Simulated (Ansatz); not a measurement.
## Optical response of LuTlTeSe (model structure)

Aim: the dielectric function of LuTlTeSe (model structure), and the optical constants that follow from it. The structure is a model built here, which may or may not match a known phase. It was built so: 1 of the 2 Te atoms of the cell replaced by Se in the R-3m structure of LuTlTe2.

Calculated with Ansatz 0.2.0; DFT, PBE, plane-wave PAW, default files, scalar-relativistic, independent-particle optical response without local fields.

### Step 1. Starting point

The structure is trigonal, space group R3m (No. 160). Conventional cell: a = 4.258 Å, b = 4.258 Å, c = 23.748 Å, α = 90.00°, β = 90.00°, γ = 120.00°. Nearest to Tl lie 3 Te at 3.37 Å and 3 Se at 3.37 Å. Lu has 3 Se at 2.96 Å and 3 Te at 2.96 Å nearest. Nearest to Te lie 3 Lu at 2.96 Å and 3 Tl at 3.37 Å. Nearest to Se lie 3 Lu at 2.96 Å and 3 Tl at 3.37 Å. 1 of the 2 Te atoms of the cell replaced by Se in the R-3m structure of LuTlTe2. Farther neighbours and most contacts between anions are not listed.

Structure file:

```cif
data_structure
_symmetry_space_group_name_H-M 'P 1'
_symmetry_Int_Tables_number 1
_cell_length_a 8.2890
_cell_length_b 8.2890
_cell_length_c 8.2890
_cell_angle_alpha 29.769
_cell_angle_beta 29.769
_cell_angle_gamma 29.769
_cell_volume 124.32
loop_
_atom_site_label
_atom_site_type_symbol
_atom_site_fract_x
_atom_site_fract_y
_atom_site_fract_z
_atom_site_occupancy
Tl1 Tl 0.00000 0.00000 0.00000 1
Lu2 Lu 0.50000 0.50000 0.50000 1
Te3 Te 0.76400 0.76400 0.76400 1
Se4 Se 0.23600 0.23600 0.23600 1
```

### Step 2. Relaxation

Spectra hang on bond lengths, so the cell is first brought to its minimum.

This step: DFT, PBE, plane-wave PAW, default files, scalar-relativistic, relaxation (Ansatz 0.2.0).

input.yaml reads:

```yaml
crystal:
  lattice:
    - [2.12920797, 1.2292988, 7.91600688]
    - [-2.12920797, 1.2292988, 7.91600688]
    - [0.0, -2.45859759, 7.91600688]
  atoms:
    - { symbol: Tl, position: [0.0, 0.0, 0.0] }
    - { symbol: Lu, position: [0.5, 0.5, 0.5] }
    - { symbol: Te, position: [0.76399679, 0.76399679, 0.76399679] }
    - { symbol: Se, position: [0.23600321, 0.23600321, 0.23600321] }
kpoints:
  mp_grid: { grid: [6, 6, 6] }
scf:
  occupations: { method: fermi_dirac, width: 0.05 }
hamiltonian:
  xc: pbe
  pseudopotentials: { kind: paw }
output:
  forces: true
  stress: true
relax:
  f_tol: 0.02
  max_steps: 50
  cell: {}
```

The run is started by

```
$ ansatz run input.yaml --threads 4 --pin off --max-ram 8192MiB --backend cpu --events-out ev --progress --plain --runs-dir out
```

Numbers of over 12 decimals in the logs are rounded to 6 here.

The log of the run:

```text
basis.fft_grid_basis auto: the FFT boxes are laid along the combinations [[1, 0, -1], [0, 1, -1], [0, 0, 1]] of the cell's own vectors, 4.258, 4.258 and 8.289 Å long. The dense box has 30×30×60 points. Along the cell's own vectors, as sized, it would have 60×60×60, 4.00 times as many. Of the 6 symmetry operations that the crystal satisfies within crystal.symmetry.tolerance (time reversal apart; of a slab, those that  [...]
Engine: ansatz 0.2.0, aarch64-unknown-linux-gnu
Pseudopotentials: kind: paw
Pseudopotential: Tl, paw, valence charge 13, recommended cutoff 420 eV (normal), Tl.paw.azcp
Pseudopotential: Lu, paw, valence charge 25, recommended cutoff 420 eV (normal), Lu.paw.azcp
Pseudopotential: Te, paw, valence charge 16, recommended cutoff 420 eV (normal), Te.paw.azcp
Pseudopotential: Se, paw, valence charge 16, recommended cutoff 420 eV (normal), Se.paw.azcp
Functional definition: PBE
  parameter kappa = 0.804
  parameter beta = 0.066725
  exchange = pbe_x(kappa = kappa, mu = beta*pi^2/3)
  correlation = pbe_c(beta = beta)
Crystal: 4 atoms, lattice volume = 124.318 Å³
Basis set: ecut = 420 eV, 2439 PW (Γ), FFT grids on a1−a3, a2−a3, a3, exchange–correlation on 60×60×120 points (8 copies of the dense FFT grid, shifted against one another)
Bands: 42, of which v1, the nominal top of the filled ones, is band 35 counted from 1 (34 counted from 0)
Symmetry: 6 space group operations
Space group: R3m (ITA 160), of the structure as read, at distance tolerance 5.0e-5 Å
k-points: 32 of 216 (time reversal used)
Non-local potential: Tl, projectors of the file, l = 0: 2, l = 1: 2, l = 2: 2, l = 3: 1
Non-local potential: Lu, projectors of the file, l = 0: 3, l = 1: 2, l = 2: 2, l = 3: 3
Non-local potential: Te, projectors of the file, l = 0: 2, l = 1: 2, l = 2: 2, l = 3: 2
Non-local potential: Se, projectors of the file, l = 0: 2, l = 1: 2, l = 2: 3, l = 3: 1
PAW form: soft (Blöchl's): semilocal exchange-correlation on the pseudo side does not see the compensation charge
PAW one-centre angular grid: Tl, 590 points (default); XC on 64 Gauss nodes
PAW one-centre angular grid: Lu, 590 points (default); XC on 64 Gauss nodes
PAW one-centre angular grid: Te, 590 points (default); XC on 64 Gauss nodes
PAW one-centre angular grid: Se, 590 points (default); XC on 64 Gauss nodes
Initial density: superposition of atomic densities (neutral atoms: chi_scale 0, normalization atom), corrected by the library's trained network
Initial wavefunctions: pseudopotential atomic-orbital guess
Functional: x = pbe(κ = 0.804, μ = 0.219515), c = pbe(β = 0.066725)
SCF iter   1: F=—  HF=-38630.073344 eV  |F-HF|=—  |Δ(HF+E_count)|=         —  Δρ=1.17e-3  dr2=6.00e-3  ethr=1.77e-3  ⟨swp⟩=7.5  Hψ=5790  notcnv=0  defer=2
preconditioner: auto → Resta (q_TF=auto, 2.479 Å⁻¹)  ε∞=6.0  [insulator: Δε(μ)=0.847 eV  Ē_g=9.634 eV  σ=0.050 eV  W_gap=1.00  n_scr=30 (ndim 8)  ℏωp=21.6 eV  f_vac=0.047  D(μ)=0.00/eV (n_scr^D=0)  ε∞_Penn≈6.0]
SCF iter   2: F=—  HF=-38630.068775 eV  |F-HF|=—  |Δ(HF+E_count)|=   4.57e-3  Δρ=7.43e-4  dr2=1.49e-3  ethr=8.57e-6  ⟨swp⟩=3.0  Hψ=3268  notcnv=0  defer=26
SCF iter   3: F=—  HF=-38630.068326 eV  |F-HF|=—  |Δ(HF+E_count)|=   4.49e-4  Δρ=4.90e-4  dr2=6.26e-4  ethr=2.13e-6  ⟨swp⟩=3.0  Hψ=2629  notcnv=0  defer=26
SCF iter   4: F=—  HF=-38630.068213 eV  |F-HF|=—  |Δ(HF+E_count)|=   1.13e-4  Δρ=2.52e-4  dr2=1.07e-4  ethr=8.94e-7  ⟨swp⟩=2.0  Hψ=1910  notcnv=0  defer=26
SCF iter   5: F=—  HF=-38630.068201 eV  |F-HF|=—  |Δ(HF+E_count)|=   1.22e-5  Δρ=8.24e-5  dr2=1.42e-5  ethr=1.53e-7  ⟨swp⟩=2.1  Hψ=2430  notcnv=0  defer=26
SCF iter   6: F=—  HF=-38630.068195 eV  |F-HF|=—  |Δ(HF+E_count)|=   5.95e-6  Δρ=2.36e-5  dr2=1.07e-6  ethr=2.02e-8  ⟨swp⟩=2.0  Hψ=2153  notcnv=0  defer=26
SCF iter   7: F=—  HF=-38630.068195 eV  |F-HF|=—  |Δ(HF+E_count)|=   6.09e-7  Δρ=7.93e-6  dr2=1.00e-7  ethr=1.53e-9  ⟨swp⟩=2.1  Hψ=2455  notcnv=0  defer=26
SCF iter   8: F=-38630.068196 eV  HF=-38630.068196 eV  |F-HF|=6.80e-9  |Δ(HF+E_count)|=   8.57e-8  Δρ=3.33e-6  dr2=2.26e-8  ethr=1.43e-10  ⟨swp⟩=6.0  Hψ=6879  notcnv=0
SCF 1 converged in 8 iterations: F = -38630.068196 eV  dr2 = 2.26e-8
  greatest PAW one-centre occupation: 1.000 electrons in one spin orbital (limit 2), on the Se atom at site 3 (counted from 0), in its partial waves of l = 2
relax step   1: F+E_penalty+E_count = -38630.06819556 eV  Δ(F+E_penalty+E_count) = +0.000e0 eV  max|allowed force component| = 1.506e0 eV/Å  Δτ_max = 0.0000 Å  P = +0.424 GPa  Ω = 124.318 Å³  (8 SCF iters, dr2 threshold 1.00e-7 eV, accepted)
Crystal: 4 atoms, lattice volume = 125.174 Å³
Initial density: handed on by an earlier stage of this run
Initial wavefunctions: those handed on with the density
iter 1 solved again at ethr=6.83e-4 eV; its pass at ethr=3.10e-3 eV (dr2=4.78e-1 eV) is discarded
SCF iter   1: F=—  HF=-38630.317629 eV  |F-HF|=—  |Δ(HF+E_count)|=         —  Δρ=2.08e-2  dr2=4.79e-1  ethr=6.83e-4  ⟨swp⟩=2.0  Hψ=7612  notcnv=0
preconditioner: auto → Resta (q_TF=auto, 2.476 Å⁻¹)  ε∞=5.9  [insulator: Δε(μ)=0.877 eV  Ē_g=9.712 eV  σ=0.050 eV  W_gap=1.00  n_scr=30 (ndim 8)  ℏωp=21.5 eV  f_vac=0.048  D(μ)=0.00/eV (n_scr^D=0)  ε∞_Penn≈5.9]
SCF iter   2: F=—  HF=-38630.185600 eV  |F-HF|=—  |Δ(HF+E_count)|=   1.32e-1  Δρ=6.45e-3  dr2=4.29e-2  ethr=6.83e-4  ⟨swp⟩=3.6  Hψ=2703  notcnv=0
SCF iter   3: F=—  HF=-38630.178319 eV  |F-HF|=—  |Δ(HF+E_count)|=   7.28e-3  Δρ=3.28e-3  dr2=5.37e-3  ethr=6.13e-5  ⟨swp⟩=3.6  Hψ=3026  notcnv=0
SCF iter   4: F=—  HF=-38630.183782 eV  |F-HF|=—  |Δ(HF+E_count)|=   5.46e-3  Δρ=1.35e-3  dr2=2.17e-3  ethr=7.67e-6  ⟨swp⟩=3.0  Hψ=3668  notcnv=0  defer=15
SCF iter   5: F=—  HF=-38630.181402 eV  |F-HF|=—  |Δ(HF+E_count)|=   2.38e-3  Δρ=3.68e-4  dr2=2.43e-4  ethr=3.10e-6  ⟨swp⟩=3.0  Hψ=3673  notcnv=0  defer=34
SCF iter   6: F=—  HF=-38630.181482 eV  |F-HF|=—  |Δ(HF+E_count)|=   8.02e-5  Δρ=2.17e-4  dr2=9.17e-5  ethr=3.47e-7  ⟨swp⟩=2.0  Hψ=2391  notcnv=0  defer=34
SCF iter   7: F=—  HF=-38630.181523 eV  |F-HF|=—  |Δ(HF+E_count)|=   4.09e-5  Δρ=7.77e-5  dr2=9.58e-6  ethr=1.31e-7  ⟨swp⟩=2.0  Hψ=2363  notcnv=0  defer=34
SCF iter   8: F=—  HF=-38630.181524 eV  |F-HF|=—  |Δ(HF+E_count)|=   1.11e-6  Δρ=2.33e-5  dr2=7.95e-7  ethr=1.37e-8  ⟨swp⟩=2.8  Hψ=2603  notcnv=0  defer=34
SCF iter   9: F=-38630.181524 eV  HF=-38630.181524 eV  |F-HF|=8.39e-8  |Δ(HF+E_count)|=   6.01e-7  Δρ=6.74e-6  dr2=7.77e-8  ethr=5.71e-10  ⟨swp⟩=6.4  Hψ=7031  notcnv=0
SCF 2 converged in 9 iterations: F = -38630.181524 eV  dr2 = 7.77e-8
relax step   2: F+E_penalty+E_count = -38630.18152447 eV  Δ(F+E_penalty+E_count) = -1.133e-1 eV  max|allowed force component| = 6.324e-1 eV/Å  Δτ_max = 0.1966 Å  P = -0.162 GPa  Ω = 125.174 Å³  energy of the carried Pulay correction = -1.586e-4 eV  (9 SCF iters, dr2 threshold 4.00e-7 eV, accepted)
Crystal: 4 atoms, lattice volume = 125.162 Å³
iter 1 solved again at ethr=5.86e-5 eV; its pass at ethr=3.10e-3 eV (dr2=4.10e-2 eV) is discarded
SCF iter   1: F=—  HF=-38630.220015 eV  |F-HF|=—  |Δ(HF+E_count)|=         —  Δρ=6.13e-3  dr2=4.02e-2  ethr=5.86e-5  ⟨swp⟩=2.0  Hψ=7047  notcnv=0
preconditioner: auto → Resta (q_TF=auto, 2.476 Å⁻¹)  ε∞=6.0  [insulator: Δε(μ)=0.921 eV  Ē_g=9.651 eV  σ=0.050 eV  W_gap=1.00  n_scr=30 (ndim 8)  ℏωp=21.5 eV  f_vac=0.051  D(μ)=0.00/eV (n_scr^D=0)  ε∞_Penn≈6.0]
SCF iter   2: F=—  HF=-38630.209006 eV  |F-HF|=—  |Δ(HF+E_count)|=   1.10e-2  Δρ=1.87e-3  dr2=3.65e-3  ethr=5.75e-5  ⟨swp⟩=3.0  Hψ=2581  notcnv=0
SCF iter   3: F=—  HF=-38630.208430 eV  |F-HF|=—  |Δ(HF+E_count)|=   5.75e-4  Δρ=9.81e-4  dr2=4.76e-4  ethr=5.21e-6  ⟨swp⟩=3.0  Hψ=2872  notcnv=0
SCF iter   4: F=—  HF=-38630.208755 eV  |F-HF|=—  |Δ(HF+E_count)|=   3.25e-4  Δρ=2.27e-4  dr2=7.71e-5  ethr=6.81e-7  ⟨swp⟩=2.8  Hψ=2704  notcnv=0
SCF iter   5: F=—  HF=-38630.208741 eV  |F-HF|=—  |Δ(HF+E_count)|=   1.41e-5  Δρ=1.15e-4  dr2=1.80e-5  ethr=1.10e-7  ⟨swp⟩=3.0  Hψ=2813  notcnv=0
SCF iter   6: F=—  HF=-38630.208736 eV  |F-HF|=—  |Δ(HF+E_count)|=   4.36e-6  Δρ=7.11e-5  dr2=8.06e-6  ethr=2.57e-8  ⟨swp⟩=3.0  Hψ=2982  notcnv=0
SCF iter   7: F=—  HF=-38630.208739 eV  |F-HF|=—  |Δ(HF+E_count)|=   3.08e-6  Δρ=2.03e-5  dr2=1.09e-6  ethr=1.15e-8  ⟨swp⟩=2.0  Hψ=2436  notcnv=0
SCF iter   8: F=—  HF=-38630.208740 eV  |F-HF|=—  |Δ(HF+E_count)|=   1.84e-7  Δρ=1.07e-5  dr2=1.36e-7  ethr=5.71e-10  ⟨swp⟩=6.4  Hψ=7036  notcnv=0
SCF iter   9: F=-38630.208740 eV  HF=-38630.208740 eV  |F-HF|=5.09e-10  |Δ(HF+E_count)|=   5.86e-8  Δρ=2.46e-6  dr2=1.28e-8  ethr=1.94e-10  ⟨swp⟩=5.8  Hψ=6128  notcnv=0
SCF 3 converged in 9 iterations: F = -38630.208740 eV  dr2 = 1.28e-8
relax step   3: F+E_penalty+E_count = -38630.20873956 eV  Δ(F+E_penalty+E_count) = -2.722e-2 eV  max|allowed force component| = 4.319e-2 eV/Å  Δτ_max = 0.0578 Å  P = -0.010 GPa  Ω = 125.162 Å³  energy of the carried Pulay correction = -1.564e-4 eV  (9 SCF iters, dr2 threshold 4.00e-7 eV, accepted)
[...]
relax step   4: F+E_penalty+E_count = -38630.21038293 eV  Δ(F+E_penalty+E_count) = -1.643e-3 eV  max|allowed force component| = 4.864e-2 eV/Å  Δτ_max = 0.0059 Å  P = +0.029 GPa  Ω = 125.088 Å³  energy of the carried Pulay correction = -1.427e-4 eV  (6 SCF iters, dr2 threshold 2.08e-7 eV, accepted)
[...]
relax step   5: F+E_penalty+E_count = -38630.21081668 eV  Δ(F+E_penalty+E_count) = -4.337e-4 eV  max|allowed force component| = 2.835e-2 eV/Å  Δτ_max = 0.0138 Å  P = -0.065 GPa  Ω = 125.681 Å³  energy of the carried Pulay correction = -2.520e-4 eV  (7 SCF iters, dr2 threshold 1.48e-7 eV, accepted)
[...]
relax step   6: F+E_penalty+E_count = -38630.21101619 eV  Δ(F+E_penalty+E_count) = -1.995e-4 eV  max|allowed force component| = 1.876e-2 eV/Å  Δτ_max = 0.0029 Å  P = -0.006 GPa  Ω = 125.446 Å³  energy of the carried Pulay correction = -2.088e-4 eV  (6 SCF iters, dr2 threshold 5.02e-8 eV, accepted)
Initial wavefunctions: pseudopotential atomic-orbital guess (no wavefunctions were taken with the density)
iter 1 solved again at ethr=3.56e-8 eV; its pass at ethr=3.10e-3 eV (dr2=2.49e-5 eV) is discarded
SCF iter   1: F=—  HF=-38630.210578 eV  |F-HF|=—  |Δ(HF+E_count)|=         —  Δρ=1.59e-4  dr2=7.68e-7  ethr=3.56e-8  ⟨swp⟩=5.0  Hψ=11553  notcnv=0
preconditioner: auto → Resta (q_TF=auto, 2.476 Å⁻¹)  ε∞=6.0  [insulator: Δε(μ)=0.932 eV  Ē_g=9.644 eV  σ=0.050 eV  W_gap=1.00  n_scr=30 (ndim 8)  ℏωp=21.5 eV  f_vac=0.050  D(μ)=0.00/eV (n_scr^D=0)  ε∞_Penn≈6.0]
SCF iter   2: F=—  HF=-38630.211065 eV  |F-HF|=—  |Δ(HF+E_count)|=   4.87e-4  Δρ=8.07e-5  dr2=1.93e-7  ethr=1.10e-9  ⟨swp⟩=2.0  Hψ=2456  notcnv=0
SCF iter   3: F=—  HF=-38630.211228 eV  |F-HF|=—  |Δ(HF+E_count)|=   1.64e-4  Δρ=1.09e-5  dr2=2.49e-8  ethr=2.75e-10  ⟨swp⟩=2.9  Hψ=2566  notcnv=0
SCF iter   4: F=—  HF=-38630.211231 eV  |F-HF|=—  |Δ(HF+E_count)|=   2.24e-6  Δρ=2.56e-6  dr2=1.25e-9  ethr=3.56e-11  ⟨swp⟩=3.0  Hψ=3358  notcnv=0
SCF iter   5: F=—  HF=-38630.211231 eV  |F-HF|=—  |Δ(HF+E_count)|=   1.30e-7  Δρ=4.34e-7  dr2=1.89e-10  ethr=1.78e-12  ⟨swp⟩=2.7  Hψ=2528  notcnv=0
SCF iter   6: F=—  HF=-38630.211231 eV  |F-HF|=—  |Δ(HF+E_count)|=  1.02e-10  Δρ=2.08e-7  dr2=5.22e-11  ethr=1.00e-12  ⟨swp⟩=6.4  Hψ=7101  notcnv=0
SCF iter   7: F=-38630.211231 eV  HF=-38630.211231 eV  |F-HF|=0.00e0  |Δ(HF+E_count)|=  4.07e-10  Δρ=6.26e-8  dr2=7.17e-12  ethr=1.00e-12  ⟨swp⟩=5.8  Hψ=6000  notcnv=0
SCF 7 converged in 7 iterations: F = -38630.211231 eV  dr2 = 7.17e-12
relax step   7: F+E_penalty+E_count = -38630.21123082 eV  Δ(F+E_penalty+E_count) = -2.146e-4 eV  max|allowed force component| = 1.874e-2 eV/Å  Δτ_max = 0.0000 Å  P = -0.005 GPa  Ω = 125.446 Å³  stress off target by 1.38e-2 GPa  SCF on the basis re-selected at this cell (its energy is not comparable with the rows above)  (7 SCF iters)
basis re-selected at this cell: Δ(F+E_penalty+E_count) = -2.146e-4 eV, ΔP = +0.000 GPa vs the last step (what re-selecting the basis moved, of the pressure what is left beyond the Pulay correction that the steps carried, after the strain that the cell walked since its last selection, with what the two solves' SCF thresholds leave and, on support functions, any second-order correction that the steps lacked; it is no m [...]
SCF converged after 7 iterations
Free energy (F): -38630.211231 eV
Harris-Foulkes:  -38630.211231 eV  (|F-HF|=0.00e0)
Internal energy: -38630.211228 eV  (E = F + TS)
E sigma→0 (E₀):  -38630.211230 eV
Entropy (-TS):   -0.000002 eV (-0.001 meV/atom)
Fermi energy:    9.743398 eV
--- Per-component energies (eV) ---
  E_band       = -741.612868
  E_kinetic    = 1048.214473
  E_local      = -13505.949290  (includes V_loc(G=0)·N_el)
  E_nonlocal   = -12.162240
  E_hartree    = 6204.346758
  E_xc         = -678.463271
  E_vxc        = -603.764465  (∫ρ·V_xc dr)
  E_paw        = -24109.572430  (= ΣΔE_a)
  E_vpaw       = -76.644239  (= ΣTr[D̂ρ^β])
  E_aug_tail   = -0.000696  (compensation charges beyond the density's cutoff)
  E_ewald      = -7576.624533
  E_smearing   = -0.000002  (= −TS)
  E_closure    = -0.000000  (closes the sum)
  Σ components = -38630.211231   (vs F -38630.211231, Δ=0.00e0)
--- Forces (eV/Å), atoms counted from 1 ---
  atom   1  Tl     0.00000000     0.00000000     0.01701728
  atom   2  Lu     0.00000000     0.00000000     0.00722688
  atom   3  Te     0.00000000    -0.00000000    -0.01873994
  atom   4  Se    -0.00000000    -0.00000000    -0.00550508
  max |Σ_I F_I| component: 8.61e-7 eV/Å
--- Stress (GPa, compression-positive) ---
       -0.001027       0.000000       0.000000
        0.000000      -0.001027      -0.000000
        0.000000      -0.000000      -0.013797
  P = ⅓ Tr σ = -0.0053 GPa (-0.053 kbar)
--- Relaxed structure (6 steps of the walk, 6 accepted, 1 SCFs on fresh bases) ---
  F+E_penalty+E_count = -38630.21123082 eV   max|allowed force component| = 1.874e-2 eV/Å   (the final SCF, on the basis selected at the relaxed cell)
  cell:  # Å, volume = 125.4461 Å³
    - [2.125733, 1.227292, 8.013997]
    - [-2.125733, 1.227292, 8.013997]
    - [0, -2.454585, 8.013997]
  atoms:
    - { symbol: Tl, position: [-0.0020574, -0.0020574, -0.0020574] }
    - { symbol: Lu, position: [0.505658, 0.505658, 0.505658] }
    - { symbol: Te, position: [0.763725, 0.763725, 0.763725] }
    - { symbol: Se, position: [0.232674, 0.232674, 0.232674] }
```

Run time: 43 s. Hardware: 4 threads of Arm Neoverse V1, shared host; peak memory 0.55 GiB; 2.7 min of CPU time.

Relaxation path:

| step | energy less that of the first step (eV) | largest force component (eV/Å) | pressure (GPa) | volume (Å³) |
| --- | --- | --- | --- | --- |
| 1 | 0.0000 | 1.5060 | 0.42 | 124.32 |
| 2 | -0.1133 | 0.6324 | -0.16 | 125.17 |
| 3 | -0.1405 | 0.0432 | -0.01 | 125.16 |
| 4 | -0.1422 | 0.0486 | 0.03 | 125.09 |
| 5 | -0.1426 | 0.0284 | -0.06 | 125.68 |
| 6 | -0.1428 | 0.0188 | -0.01 | 125.45 |
| 7* | -0.1430 | 0.0187 | -0.01 | 125.45 |

Relaxation steps marked * repeat the geometry before them on a plane-wave basis chosen anew for their cell, so energy and pressure can jump there.

The run keeps the 6 symmetry operations that it works with, so distortions that break them were not tested.

| conventional cell, symmetrised | before | after | change |
| --- | --- | --- | --- |
| a (Å) | 4.258 | 4.251 | -0.2 % |
| b (Å) | 4.258 | 4.251 | -0.2 % |
| c (Å) | 23.748 | 24.042 | +1.2 % |
| volume (Å³/atom) | 31.08 | 31.36 | +0.9 % |

The atoms that moved most (Å, as changes of fractional coordinates times the final cell):

| atom | dx | dy | dz | length |
| --- | --- | --- | --- | --- |
| Lu2 | 0.000 | 0.000 | 0.136 | 0.136 |
| Se4 | 0.000 | 0.000 | -0.080 | 0.080 |
| Tl1 | 0.000 | 0.000 | -0.049 | 0.049 |
| Te3 | 0.000 | 0.000 | -0.007 | 0.007 |

The relaxed structure:

```xyz
4
Lattice="2.1257 1.2273 8.0140 -2.1257 1.2273 8.0140 0.0000 -2.4546 8.0140" Properties=species:S:1:pos:R:3 pbc="T T T"
Tl    0.0000    0.0000   -0.0495
Lu    0.0000    0.0000   12.1570
Te    0.0000    0.0000   18.3615
Se    0.0000    0.0000    5.5939
```

The relaxation ends with a largest force component of 0.019 eV/Å and a pressure of -0.01 GPa.

(Part 1 of 3 ends here.)

[Logs are printed without paths, hosts, clocks, repeated set-up lines and the standing remarks that a program may print on its own settings, such as how far it seeks lower states.]

[Hosts, paths, dates, database ids (printed as entryN), source tags and the programs' standing remarks are cut or masked in the printed files.]
